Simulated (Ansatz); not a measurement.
# Dielectric response of BaTiO3 (001), TiO2 faces films, part 2 of 4

Wanted: ε of perovskite BaTiO3 (001), TiO2 faces by finite fields on slabs, and the band edges against the vacuum where run.

Ansatz 0.2.0; plane-wave DFT, LDA, Ansatz PAW.

So far, gap on the k-mesh (eV): step 2 (relaxation, 13 atoms, units 2) 0.966.

**3. Single point, 13 atoms, units 2, field 0.1 V/Å**

A sawtooth potential applies the field, turning back in the middle of the vacuum. With the dipole correction the typed value is the field outside the slab. The induced dipole is small, so the SCF threshold is tight.

The input, input.yaml:

```yaml
crystal:
  lattice:
    - [4.0, 0.0, 0.0]
    - [0.0, 4.0, 0.0]
    - [0.0, 0.0, 26.0]
  atoms:
    - { symbol: Ti, position: [0.5, 0.5, 0.3547307996] }
    - { symbol: O, position: [0.0, 0.5, 0.351523372] }
    - { symbol: O, position: [0.5, 0.0, 0.351523372] }
    - { symbol: Ba, position: [0.0, 0.0, 0.4219070475] }
    - { symbol: O, position: [0.5, 0.5, 0.4249615296] }
    - { symbol: Ti, position: [0.5, 0.5, 0.5000000007] }
    - { symbol: O, position: [0.0, 0.5, 0.4999999974] }
    - { symbol: O, position: [0.5, 0.0, 0.4999999974] }
    - { symbol: Ba, position: [0.0, 0.0, 0.578092948] }
    - { symbol: O, position: [0.5, 0.5, 0.5750384742] }
    - { symbol: Ti, position: [0.5, 0.5, 0.6452692031] }
    - { symbol: O, position: [0.0, 0.5, 0.6484766292] }
    - { symbol: O, position: [0.5, 0.0, 0.6484766292] }
kpoints:
  mp_grid: { grid: [8, 8, 1] }
hamiltonian:
  xc: lda
scf:
  occupations: { method: fixed }
  convergence: { dr2_threshold: 1.0e-10 }
efield:
  axis: 3
  dipole_correction: true
  ramp_position: 0.9645
  ramp_width: 0.071
  amplitude: 0.1
output:
  write_potential: true
  write_density: true
  volumetric_format: npy
```

Started as:

```console
ansatz run input.yaml --threads 4 --pin off --max-ram 12288MiB --backend cpu --events-out ev --progress --plain --runs-dir out
```

Numbers of over 12 decimals in the logs are rounded to 6 here.

The log of the run:

```text
[...]
Crystal: 13 atoms, lattice volume = 416.000 Å³
Basis set: ecut = 420 eV, 8151 PW (Γ)
Bands: 65, of which v1, the nominal top of the filled ones, is band 52 counted from 1 (51 counted from 0)
Symmetry: 8 space group operations
k-points: 15 of 64
[...]
SCF iter   1: F=—  HF=-23389.796886 eV  |F-HF|=—  |Δ(HF+E_count)|=         —  Δρ=1.20e-1  dr2=7.20e1  ethr=3.10e-3  p=0.093 e·Å  D=4.05e-2 V/Å  ΔV_dip=-1.05 eV  dr2_dipole=1.65e-3  V_vac-E_F(+/−)=13.43/12.14 eV  ⟨swp⟩=6.3  Hψ=3987  notcnv=0  defer=147
[...]
SCF iter  17: F=-23371.140791 eV  HF=-23371.140791 eV  |F-HF|=5.82e-11  |Δ(HF+E_count)|=  2.91e-11  Δρ=1.44e-7  dr2=7.10e-11  ethr=1.00e-12  p=0.075 e·Å  D=3.27e-2 V/Å  ΔV_dip=-0.85 eV  dr2_dipole=6.70e-15  V_vac-E_F(+/−)=6.49/4.99 eV  ⟨swp⟩=17.1  Hψ=5005  notcnv=0
SCF 1 converged in 17 iterations: F = -23371.140791 eV  dr2 = 7.10e-11
[...]
SCF converged after 17 iterations
[...]
Free energy (F): -23371.140791 eV
[...]
Internal energy: -23371.140791 eV  (E = F + TS)
E sigma→0 (E₀):  -23371.140791 eV
Fermi energy:    0.364048 eV
Dipole field:    D = 0.032685 V/Å  (p = 0.075142 e·Å, saw-weighted, corrected)
Work function:   not extracted (applied field tilts the vacuum); planar V_es + V_field profile in the machine report
[...]
--- Band table (eV; the first three rows and the last of 15) ---
  k-point 0: bands = [... 48 lower, -0.3468, -0.3468, -0.2227, -0.2227, 1.2734, 1.3797, 1.3797, 1.6980, ... 9 higher]
  k-point 1: bands = [... 48 lower, -0.5751, -0.5679, -0.4529, -0.4511, 1.3838, 1.5924, 1.6624, 2.0244, ... 9 higher]
  k-point 2: bands = [... 48 lower, -0.9927, -0.8625, -0.7755, -0.6421, 1.4115, 2.2208, 2.2663, 2.4460, ... 9 higher]
  k-point 14: bands = [... 48 lower, -0.6783, -0.4014, 0.2483, 0.3640, 3.0867, 3.0867, 3.5530, 3.6099, ... 9 higher]
```

The job ended after 23 s (4 threads of Arm Neoverse V1, shared host; peak memory 1.1 GiB; 91 s of CPU time).

Numbers from this step:

* gap on the k-mesh: 0.9094 eV
* dipole along the normal: 0.07514 e·Å

The dipole is 0.0751 e·Å, and the gap on the mesh 0.909 eV.

**4. Atoms held, 13 atoms, units 2, field -0.1 V/Å**

input.yaml: that of step 3 with these lines changed.

```diff
@@ -31,3 +31,3 @@
   ramp_width: 0.071
-  amplitude: 0.1
+  amplitude: -0.1
 output:
```

The log of the run:

```text
[...]
Crystal: 13 atoms, lattice volume = 416.000 Å³
Basis set: ecut = 420 eV, 8151 PW (Γ)
Bands: 65, of which v1, the nominal top of the filled ones, is band 52 counted from 1 (51 counted from 0)
Symmetry: 8 space group operations
k-points: 15 of 64
[...]
k-point 0: bands = [... 48 lower, -0.3468, -0.3468, -0.2227, -0.2227, 1.2734, 1.3797, 1.3797, 1.6980, ... 9 higher]
  k-point 1: bands = [... 48 lower, -0.5751, -0.5679, -0.4529, -0.4511, 1.3838, 1.5924, 1.6624, 2.0244, ... 9 higher]
  k-point 2: bands = [... 48 lower, -0.9927, -0.8625, -0.7755, -0.6421, 1.4115, 2.2208, 2.2663, 2.4460, ... 9 higher]
  k-point 14: bands = [... 48 lower, -0.6783, -0.4014, 0.2483, 0.3640, 3.0867, 3.0867, 3.5530, 3.6099, ... 9 higher]
[key lines of the parts left out:]
SCF converged after 17 iterations
Free energy (F): -23371.140791 eV
Fermi energy:    0.364049 eV
Dipole field:    D = -0.032686 V/Å  (p = -0.075143 e·Å, saw-weighted, corrected)
```

It took 23 s on 4 threads; peak memory 1.1 GiB; 90 s of CPU time.

The dipole is -0.0751 e·Å, and the gap on the mesh 0.909 eV.

**5. Response with the atoms held, 13 atoms, units 2**

This step: plane-wave DFT, LDA, Ansatz PAW; response to a field along the normal, atoms held (Ansatz 0.2.0).

The two fields give this film's response with the atoms held: the electronic part.

This step gave:

| Quantity | Value |
| --- | --- |
| equivalent conductor thickness p/(ε₀AE) | 8.498 Å |
| distance between the outer atoms | 7.721 Å |
| thickness | 10 Å |

Local field over the applied field, running mean. From the potentials at -0.1 and 0.1 V/Å; running mean over 4.0 Å, taken twice. The local field over applied field by z:

```tsv
z (Å)	local field over applied field
4.5	0.928
5.0	0.964
5.5	0.932
6.0	0.885
6.5	0.825
7.0	0.753
7.5	0.668
8.0	0.575
8.5	0.481
9.0	0.395
9.5	0.322
10.0	0.263
10.5	0.217
11.0	0.186
11.5	0.167
12.0	0.159
12.5	0.156
13.0	0.156
13.5	0.156
14.0	0.159
14.5	0.167
15.0	0.186
15.5	0.217
16.0	0.263
16.5	0.322
17.0	0.395
17.5	0.481
18.0	0.575
18.5	0.668
19.0	0.753
19.5	0.825
20.0	0.885
20.5	0.932
21.0	0.964
21.5	0.928
```

Electrons, planar mean, per unit field. Induced electron density against z:

```tsv
z (Å)	induced electron density (e/Å³ per V/Å)
4.5	1.8e-6
5.0	6.4e-6
5.5	2.2e-5
6.0	7.3e-5
6.5	2.2e-4
7.0	6.4e-4
7.5	0.00158
8.0	0.00306
8.5	0.00345
9.0	5.2e-4
9.5	-3.4e-4
10.0	-6.9e-5
10.5	5.8e-4
11.0	-7.8e-5
11.5	-9.1e-4
12.0	-4.1e-4
12.5	0.00124
13.0	0
13.5	-0.00124
14.0	4.1e-4
14.5	9.1e-4
15.0	7.8e-5
15.5	-5.8e-4
16.0	6.9e-5
16.5	3.4e-4
17.0	-5.2e-4
17.5	-0.00345
18.0	-0.00306
18.5	-0.00158
19.0	-6.4e-4
19.5	-2.2e-4
20.0	-7.3e-5
20.5	-2.2e-5
21.0	-6.4e-6
21.5	-1.8e-6
```

By hand: between -0.1 and 0.1 V/Å the dipole changes by 0.1503 e·Å, a slope of 0.7514 e·Å²/V. A perfect conductor of thickness t has p = ε₀AEt, so t = 180.95 × 0.7514 / 16.000 = 8.50 Å (e/ε₀ = 180.95 V·Å, A in Å²).

The induced dipole is that of a conductor 8.50 Å thick.

**6. Relaxing in the field, 13 atoms, field 0.03 V/Å**

This step: plane-wave DFT, LDA, Ansatz PAW (Ansatz 0.2.0).

Now the atoms may follow the field. A weak field makes forces of meV/Å to tens of meV/Å, so the force tolerance is set well below the usual one.

input.yaml: that of step 4 with these lines changed.

```diff
@@ -29,5 +29,8 @@
   dipole_correction: true
-  ramp_position: 0.9645
-  ramp_width: 0.071
-  amplitude: -0.1
+  ramp_position: 0.97
+  ramp_width: 0.06
+  amplitude: 0.03
+relax:
+  f_tol: 0.0006
+  max_steps: 70
 output:
```

The log of the run:

```text
[...]
Crystal: 13 atoms, lattice volume = 416.000 Å³
Basis set: ecut = 420 eV, 8151 PW (Γ)
Bands: 65, of which v1, the nominal top of the filled ones, is band 52 counted from 1 (51 counted from 0)
Symmetry: 8 space group operations
k-points: 15 of 64
[...]
SCF iter   1: F=—  HF=-23389.792576 eV  |F-HF|=—  |Δ(HF+E_count)|=         —  Δρ=1.20e-1  dr2=7.21e1  ethr=3.10e-3  p=0.028 e·Å  D=1.22e-2 V/Å  ΔV_dip=-0.32 eV  dr2_dipole=1.45e-4  V_vac-E_F(+/−)=13.01/12.61 eV  ⟨swp⟩=6.4  Hψ=3885  notcnv=0  defer=145
[...]
SCF iter  18: F=-23371.137373 eV  HF=-23371.137373 eV  |F-HF|=2.55e-11  |Δ(HF+E_count)|=  5.09e-11  Δρ=9.09e-8  dr2=3.01e-11  ethr=1.00e-12  p=0.023 e·Å  D=9.81e-3 V/Å  ΔV_dip=-0.25 eV  dr2_dipole=3.72e-14  V_vac-E_F(+/−)=6.03/5.57 eV  ⟨swp⟩=7.1  Hψ=5246  notcnv=0
SCF 1 converged in 18 iterations: F = -23371.137373 eV  dr2 = 3.01e-11
[...]
relax step   1: F+E_penalty+E_count = -23371.13737251 eV  Δ(F+E_penalty+E_count) = +0.000e0 eV  max|allowed force component| = 3.438e-2 eV/Å  Δτ_max = 0.0000 Å  (18 SCF iters, accepted)
[...]
SCF iter  11: F=-23371.137268 eV  HF=-23371.137268 eV  |F-HF|=3.64e-12  |Δ(HF+E_count)|=  1.46e-11  Δρ=6.64e-8  dr2=1.46e-11  ethr=1.00e-12  p=0.029 e·Å  D=1.28e-2 V/Å  ΔV_dip=-0.33 eV  dr2_dipole=4.90e-13  V_vac-E_F(+/−)=5.99/5.61 eV  ⟨swp⟩=7.4  Hψ=5219  notcnv=0
SCF 2 converged in 11 iterations: F = -23371.137268 eV  dr2 = 1.46e-11
relax step   2: F+E_penalty+E_count = -23371.13726767 eV  Δ(F+E_penalty+E_count) = +1.048e-4 eV  max|allowed force component| = 4.066e-2 eV/Å  Δτ_max = 0.0042 Å  (11 SCF iters, rejected (line search))
SCF iter   1: F=—  HF=-23371.137218 eV  |F-HF|=—  |Δ(HF+E_count)|=         —  Δρ=9.83e-5  dr2=1.93e-4  ethr=3.52e-6  p=0.029 e·Å  D=1.28e-2 V/Å  ΔV_dip=-0.33 eV  dr2_dipole=7.97e-5  V_vac-E_F(+/−)=6.00/5.62 eV  ⟨swp⟩=2.7  Hψ=1624  notcnv=0  defer=164
[...]
SCF iter   9: F=-23371.137418 eV  HF=-23371.137418 eV  |F-HF|=5.46e-11  |Δ(HF+E_count)|=  3.64e-11  Δρ=1.47e-7  dr2=8.01e-11  ethr=1.00e-12  p=0.026 e·Å  D=1.14e-2 V/Å  ΔV_dip=-0.30 eV  dr2_dipole=7.29e-12  V_vac-E_F(+/−)=6.02/5.61 eV  ⟨swp⟩=7.9  Hψ=5476  notcnv=0
SCF 3 converged in 9 iterations: F = -23371.137418 eV  dr2 = 8.01e-11
relax step   3: F+E_penalty+E_count = -23371.13741799 eV  Δ(F+E_penalty+E_count) = -4.549e-5 eV  max|allowed force component| = 1.576e-2 eV/Å  Δτ_max = 0.0009 Å  (9 SCF iters, accepted)
[...]
relax step   4: F+E_penalty+E_count = -23371.13742538 eV  Δ(F+E_penalty+E_count) = -7.383e-6 eV  max|allowed force component| = 8.560e-3 eV/Å  Δτ_max = 0.0004 Å  (8 SCF iters, accepted)
[...]
relax step   5: F+E_penalty+E_count = -23371.13742555 eV  Δ(F+E_penalty+E_count) = -1.737e-7 eV  max|allowed force component| = 1.605e-2 eV/Å  Δτ_max = 0.0009 Å  (8 SCF iters, accepted)
SCF iter   1: F=—  HF=-23371.137194 eV  |F-HF|=—  |Δ(HF+E_count)|=         —  Δρ=2.67e-5  dr2=1.24e-5  ethr=8.26e-8  p=0.027 e·Å  D=1.18e-2 V/Å  ΔV_dip=-0.31 eV  dr2_dipole=4.73e-6  V_vac-E_F(+/−)=6.02/5.61 eV  ⟨swp⟩=2.0  Hψ=1402  notcnv=0  defer=151
[...]
SCF iter   7: F=-23371.137430 eV  HF=-23371.137430 eV  |F-HF|=9.09e-11  |Δ(HF+E_count)|=  2.18e-10  Δρ=1.76e-7  dr2=8.12e-11  ethr=1.00e-12  p=0.026 e·Å  D=1.15e-2 V/Å  ΔV_dip=-0.30 eV  dr2_dipole=5.09e-13  V_vac-E_F(+/−)=6.03/5.61 eV  ⟨swp⟩=6.2  Hψ=6290  notcnv=0
SCF 6 converged in 7 iterations: F = -23371.137430 eV  dr2 = 8.12e-11
relax step   6: F+E_penalty+E_count = -23371.13743003 eV  Δ(F+E_penalty+E_count) = -4.483e-6 eV  max|allowed force component| = 2.861e-4 eV/Å  Δτ_max = 0.0005 Å  (7 SCF iters, accepted)
NSCF: frozen V_eff on 15 k-points
the band table was solved once a step of the walk had ended and its energy, with any forces and stress, was formed, with the checks that follow a solve (5895 applications of the Hamiltonian). They found nothing against the state; the energy, forces and stress were not computed again (output.eigenvalues in the input reference)
[...]
SCF converged after 7 iterations
[...]
Free energy (F): -23371.137430 eV
[...]
Internal energy: -23371.137430 eV  (E = F + TS)
E sigma→0 (E₀):  -23371.137430 eV
Fermi energy:    0.307467 eV
Dipole field:    D = 0.011471 V/Å  (p = 0.026372 e·Å, saw-weighted, corrected)
Work function:   not extracted (applied field tilts the vacuum); planar V_es + V_field profile in the machine report
[...]
--- Forces (eV/Å), atoms counted from 1 ---
  atom   1  Ti    -0.00000000     0.00000000     0.00020912
  atom   2  O      0.00000000     0.00000000     0.00001085
  atom   3  O     -0.00000000     0.00000000     0.00001085
  atom   4  Ba     0.00000000     0.00000000    -0.00008211
  atom   5  O      0.00000000     0.00000000    -0.00001191
  atom   6  Ti     0.00000000     0.00000000    -0.00013023
  atom   7  O     -0.00000000     0.00000000    -0.00007727
  atom   8  O     -0.00000000     0.00000000    -0.00007727
  atom   9  Ba     0.00000000     0.00000000    -0.00003970
  atom  10  O      0.00000000     0.00000000    -0.00015262
  atom  11  Ti    -0.00000000     0.00000000     0.00028852
  atom  12  O      0.00000000     0.00000000     0.00004144
  atom  13  O      0.00000000     0.00000000     0.00004144
  max |Σ_I F_I| component: 3.11e-5 eV/Å
--- Band table (eV; the first three rows and the last of 15) ---
  k-point 0: bands = [... 48 lower, -0.3118, -0.3118, -0.2573, -0.2573, 1.2737, 1.3809, 1.3809, 1.7442, ... 9 higher]
  k-point 1: bands = [... 48 lower, -0.5411, -0.5272, -0.4934, -0.4847, 1.3850, 1.5926, 1.6639, 2.0758, ... 9 higher]
  k-point 2: bands = [... 48 lower, -0.9637, -0.8913, -0.7532, -0.6656, 1.4127, 2.2210, 2.2685, 2.4477, ... 9 higher]
  k-point 14: bands = [... 48 lower, -0.6811, -0.4014, 0.3057, 0.3075, 3.0882, 3.0882, 3.5533, 3.6172, ... 9 higher]
--- Relaxed structure (6 steps of the walk, 5 accepted, 0 SCFs on fresh bases) ---
  F+E_penalty+E_count = -23371.13743003 eV   max|allowed force component| = 2.861e-4 eV/Å
  atoms:
    - { symbol: Ti, position: [0.5, 0.5, 0.354754] }
    - { symbol: O, position: [0, 0.5, 0.351498] }
    - { symbol: O, position: [0.5, 0.0, 0.351498] }
    - { symbol: Ba, position: [0, 0.0, 0.421927] }
    - { symbol: O, position: [0.5, 0.5, 0.424959] }
    - { symbol: Ti, position: [0.5, 0.5, 0.500037] }
    - { symbol: O, position: [0, 0.5, 0.499994] }
    - { symbol: O, position: [0.5, 0.0, 0.499994] }
    - { symbol: Ba, position: [0, 0.0, 0.578110] }
    - { symbol: O, position: [0.5, 0.5, 0.575035] }
    - { symbol: Ti, position: [0.5, 0.5, 0.645292] }
    - { symbol: O, position: [0, 0.5, 0.648451] }
    - { symbol: O, position: [0.5, 0.0, 0.648451] }
```

It took 69 s on 4 threads; peak memory 0.98 GiB; 4.5 min of CPU time.

Hardly anything moved in the relaxation; the energy changed by under 0.2 meV an atom.

Numbers from this step:

```yaml
gap_on_the_k_mesh: 0.9662 eV
dipole_along_the_normal: 0.02637 e·Å
```

The relaxation took 6 steps and lowered the energy by 5.8e-5 eV; the largest force on the free atoms ends at 2.9e-4 eV/Å.

The dipole is 0.0264 e·Å, and the gap on the mesh 0.966 eV.

**7. Field on, atoms free, 13 atoms, field -0.03 V/Å**

The opposite sign, again from the field-free geometry; the difference of the two cancels what relaxes without a field.

input.yaml: that of step 6 with these lines changed.

```diff
@@ -31,3 +31,3 @@
   ramp_width: 0.06
-  amplitude: 0.03
+  amplitude: -0.03
 relax:
```

The log of the run:

```text
[...]
Crystal: 13 atoms, lattice volume = 416.000 Å³
Basis set: ecut = 420 eV, 8151 PW (Γ)
Bands: 65, of which v1, the nominal top of the filled ones, is band 52 counted from 1 (51 counted from 0)
Symmetry: 8 space group operations
k-points: 15 of 64
[...]
- { symbol: Ba, position: [0, 0.0, 0.421890] }
    - { symbol: O, position: [0.5, 0.5, 0.424965] }
    - { symbol: Ti, position: [0.5, 0.5, 0.499963] }
    - { symbol: O, position: [0, 0.5, 0.500006] }
    - { symbol: O, position: [0.5, 0.0, 0.500006] }
    - { symbol: Ba, position: [0, 0.0, 0.578073] }
    - { symbol: O, position: [0.5, 0.5, 0.575041] }
    - { symbol: Ti, position: [0.5, 0.5, 0.645246] }
    - { symbol: O, position: [0, 0.5, 0.648502] }
    - { symbol: O, position: [0.5, 0.0, 0.648502] }
[key lines of the parts left out:]
SCF converged after 7 iterations
Free energy (F): -23371.137430 eV
Fermi energy:    0.307467 eV
Dipole field:    D = -0.011471 V/Å  (p = -0.026372 e·Å, saw-weighted, corrected)
```

Run time: 69 s. Hardware: 4 threads; peak memory 0.99 GiB; 4.5 min of CPU time.

Hardly anything moved in the relaxation; the energy changed by under 0.2 meV an atom.

The relaxation took 6 steps and lowered the energy by 5.8e-5 eV; the largest force on the free atoms ends at 2.9e-4 eV/Å.

The dipole is -0.0264 e·Å, and the gap on the mesh 0.966 eV.

**8. Response with the atoms relaxed, 13 atoms, units 2**

This step: plane-wave DFT, LDA, Ansatz PAW; response to a field along the normal, atoms relaxed (Ansatz 0.2.0).

The two relaxed runs give the static response.

This step gave:

| Item | Value |
| --- | --- |
| equivalent conductor thickness p/(ε₀AE) | 9.942 Å |

Local field over the applied field, running mean. From the potentials at -0.03 and 0.03 V/Å; running mean over 4.0 Å, taken twice. Table of local field over applied field by z:

```tsv
z (Å)	local field over applied field
4.5	0.955
5.0	0.956
5.5	0.919
6.0	0.869
6.5	0.799
7.0	0.714
7.5	0.613
8.0	0.501
8.5	0.394
9.0	0.305
9.5	0.212
10.0	0.131
10.5	0.0786
11.0	0.0435
11.5	0.0259
12.0	0.0196
12.5	0.00430
13.0	-0.00765
13.5	0.00430
14.0	0.0196
14.5	0.0259
15.0	0.0435
15.5	0.0787
16.0	0.131
16.5	0.212
17.0	0.305
17.5	0.394
18.0	0.501
18.5	0.613
19.0	0.714
19.5	0.799
20.0	0.869
20.5	0.919
21.0	0.956
21.5	0.955
```

The induced dipole is that of a conductor 9.94 Å thick.

**9. Relaxing the slab, 18 atoms, units 3**

This step: plane-wave DFT, LDA, Ansatz PAW (Ansatz 0.2.0).

System of this step: BaTiO3 (001), TiO2 faces, 3 units. The cell holds 18 atoms: 4 Ti, 11 O and 3 Ba. Its edges and angles: a = 4.000 Å, b = 4.000 Å, c = 30.000 Å, α = 90.0°, β = 90.0°, γ = 90.0°. It derives from BaTiO3 (perovskite BaTiO3). Vacuum lies along c.

The next thickness, treated alike, so that differences show the interior and the faces cancel.

The input, input.yaml:

```yaml
crystal:
  lattice:
    - [4.0, 0.0, 0.0]
    - [0.0, 4.0, 0.0]
    - [0.0, 0.0, 30.0]
  atoms:
    - { symbol: Ti, position: [0.5, 0.5, 0.3] }
    - { symbol: O, position: [0.0, 0.5, 0.3] }
    - { symbol: O, position: [0.5, 0.0, 0.3] }
    - { symbol: Ba, position: [0.0, 0.0, 0.3666666667] }
    - { symbol: O, position: [0.5, 0.5, 0.3666666667] }
    - { symbol: Ti, position: [0.5, 0.5, 0.4333333333] }
    - { symbol: O, position: [0.0, 0.5, 0.4333333333] }
    - { symbol: O, position: [0.5, 0.0, 0.4333333333] }
    - { symbol: Ba, position: [0.0, 0.0, 0.5] }
    - { symbol: O, position: [0.5, 0.5, 0.5] }
    - { symbol: Ti, position: [0.5, 0.5, 0.5666666667] }
    - { symbol: O, position: [0.0, 0.5, 0.5666666667] }
    - { symbol: O, position: [0.5, 0.0, 0.5666666667] }
    - { symbol: Ba, position: [0.0, 0.0, 0.6333333333] }
    - { symbol: O, position: [0.5, 0.5, 0.6333333333] }
    - { symbol: Ti, position: [0.5, 0.5, 0.7] }
    - { symbol: O, position: [0.0, 0.5, 0.7] }
    - { symbol: O, position: [0.5, 0.0, 0.7] }
kpoints:
  mp_grid: { grid: [8, 8, 1] }
hamiltonian:
  xc: lda
scf:
  occupations: { method: fixed }
  convergence: { dr2_threshold: 1.0e-09 }
efield:
  axis: 3
  dipole_correction: true
  ramp_position: 0.97
  ramp_width: 0.06
relax:
  f_tol: 0.003
  max_steps: 100
output:
  eigenvalues: true
  write_potential: true
  write_density: true
  volumetric_format: npy
  elf: true
```

The log of the run:

```text
[...]
Crystal: 18 atoms, lattice volume = 480.000 Å³
Basis set: ecut = 420 eV, 9405 PW (Γ)
Bands: 90, of which v1, the nominal top of the filled ones, is band 72 counted from 1 (71 counted from 0)
Symmetry: 8 space group operations
k-points: 15 of 64
[...]
- { symbol: O, position: [0.5, 0.5, 0.500000] }
    - { symbol: Ti, position: [0.5, 0.5, 0.564181] }
    - { symbol: O, position: [0, 0.5, 0.564636] }
    - { symbol: O, position: [0.5, 0.0, 0.564636] }
    - { symbol: Ba, position: [0, 0.0, 0.633045] }
    - { symbol: O, position: [0.5, 0.5, 0.629938] }
    - { symbol: Ti, position: [0.5, 0.5, 0.690700] }
    - { symbol: O, position: [0, 0.5, 0.693571] }
    - { symbol: O, position: [0.5, 0.0, 0.693571] }
[key lines of the parts left out:]
SCF converged after 7 iterations
Free energy (F): -33275.627254 eV
Fermi energy:    1.689371 eV
Dipole field:    D = 0.000000 V/Å  (p = 0.000001 e·Å, saw-weighted, corrected)
Work function:   Φ+ = 5.8655 eV   Φ− = 5.8655 eV
```

Elapsed: 4.1 min, on 4 threads; peak memory 1.4 GiB; 16 min of CPU time.

Relaxation path:

```tsv
step	energy less that of the first step (eV)	largest force component (eV/Å)
1	0.0000	2.7443
2	-0.2571	2.3646
3	0.0336	5.2695
4	-0.6062	0.3818
5	-0.6718	0.1566
6	-0.6727	0.1677
7	-0.6750	0.0033
8	-0.6750	0.0007
```

Relaxation step 3 was tried and not accepted.

Forces are held to the 8 operations that the run works with; a distortion that breaks them can't arise in this run.

The atoms that moved most (Å):

```tsv
atom	dx	dy	dz	length
Ti16	0.000	0.000	-0.279	0.279
Ti1	0.000	0.000	0.279	0.279
O17	0.000	0.000	-0.193	0.193
O18	0.000	0.000	-0.193	0.193
O3	0.000	0.000	0.193	0.193
O2	0.000	0.000	0.193	0.193
O15	0.000	0.000	-0.102	0.102
O5	0.000	0.000	0.102	0.102
```

The relaxation took 8 steps and lowered the energy by 0.68 eV; the largest force on the free atoms ends at 7.0e-4 eV/Å.

The gap is 0.86 eV, with the valence edge 5.87 eV and the conduction edge 5.00 eV under the upper vacuum level.

(Part 2 of 4 ends here.)

[Logs are printed without paths, hosts, clocks, repeated set-up lines and the standing remarks that a program may print on its own settings, such as how far it seeks lower states.]

[Hosts, paths, dates, database ids (printed as entryN), source tags and the programs' standing remarks are cut or masked in the printed files.]

[Maps of the electrostatic potential energy from Ansatz leave out the sawtooth potential of an applied field or a dipole correction, so their vacuum need not be flat; planar profiles and work functions include it.]
